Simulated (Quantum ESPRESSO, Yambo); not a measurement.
Planning a run of Yambo 5.3.0 on LiNbO3 (R3c). The input:

```
optics
bss
bse
em1s
dipoles
rim_cut
RandQpts= 1000000
RandGvec= 1 RL
Chimod= "HARTREE"
BSKmod= "SEX"
BSEmod= "resonant"
BSSmod= "d"
BSENGexx= 30 Ry
BSENGBlk= 6 Ry
% BSEQptR
 3 | 3 |
%
% BSEBands
 29 | 40 |
%
% BEnRange
 0 | 8 | eV
%
% BDmRange
 0.1 | 0.1 | eV
%
BEnSteps= 161
% BLongDir
 1 | 0 | 0 |
%
% BndsRnXs
 1 | 106 |
%
NGsBlkXs= 6 Ry
% LongDrXs
 1 | 1 | 1 |
%
% KfnQP_E
 1.507 | 1.0 | 1.0 |
%
WRbsWF
```

```sh
OMP_NUM_THREADS=2 mpirun -n 2 yambo -F bse7.in -J bse7,bse3_W -C bse7 > bse7.log
```

The stored states that it reads are on a 4×4×4 mesh. It takes space group R3c (No. 161, trigonal). The conventional cell has a = 5.152 Å, b = 5.152 Å, c = 13.869 Å, α = 90.00°, β = 90.00°, γ = 120.00°. Nearest to Li lie 6 O at 2.07 to 2.24 Å. Nb has 6 O at 1.88 to 2.13 Å nearest. O has 2 Nb at 1.88 to 2.13 Å and 2 Li at 2.07 to 2.24 Å nearest. Farther neighbours and most contacts between anions are not listed.

Q: How long will it take on 2 MPI ranks of AMD EPYC 9R45, shared host, and how much memory?

It took 42 s; on shared hardware allow 21 s to 84 s. Peak host memory was 0.89 GiB.

The kernel grows as the square of the matrix size, and full diagonalisation as its cube.

[Paths, hosts, dates, memory and timing lines, banners, echoed tables and standing remarks are left out of the program output.]

[Logs are printed without paths, hosts, clocks, repeated set-up lines and the standing remarks that a program may print on its own settings, such as how far it seeks lower states.]

[Runs of the session that timed out or met a known fault of the program may be left out.]

[Hosts, paths, dates, database ids (printed as entryN), source tags and the programs' standing remarks are cut or masked in the printed files.]
